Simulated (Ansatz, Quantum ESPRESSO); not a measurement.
# arsenene, 1 layer: the energy at a withheld member of a series

**Set-up.** Quantum ESPRESSO 7.5, PBE, GBRV ultrasoft. Cell and atoms are first relaxed; each strained cell is then held and the atoms relax in it. A periodic run with 15 Å of vacuum in the starting cell gives the vacuum levels, and bands follow along a path. The bands are repeated with spin-orbit coupling and fully relativistic files. The series steps biaxial strain. Energies count from the lowest.

```
biaxial strain  energy (eV)
          -4 %       0.0787
          -3 %       0.0436
          -2 %       0.0193
           0 %       0.0000
           1 %       0.0037
           2 %       0.0156
           3 %       0.0350
           4 %       0.0615
```

**Question.** What is the energy at −1 %?

**Worked estimate.** The rows at -2 % and 0 % give a slope of (0.0000 − (0.0193))/(0 − (−2)) = −0.00965, so a straight line gives 0.0097 eV. A parabola through these and the row at -3 % gives 0.0048 eV.

**The withheld run.** 0.0050 eV. The line misses by +0.0047 and the parabola by −0.0002 eV. The parabola does better.

**Limits.** Semilocal gaps are too small; the 1×1 cell can't ripple over many cells under compression as a free sheet would. These values are without spin-orbit coupling.

[Logs are printed without paths, hosts, clocks, repeated set-up lines and the standing remarks that a program may print on its own settings, such as how far it seeks lower states.]
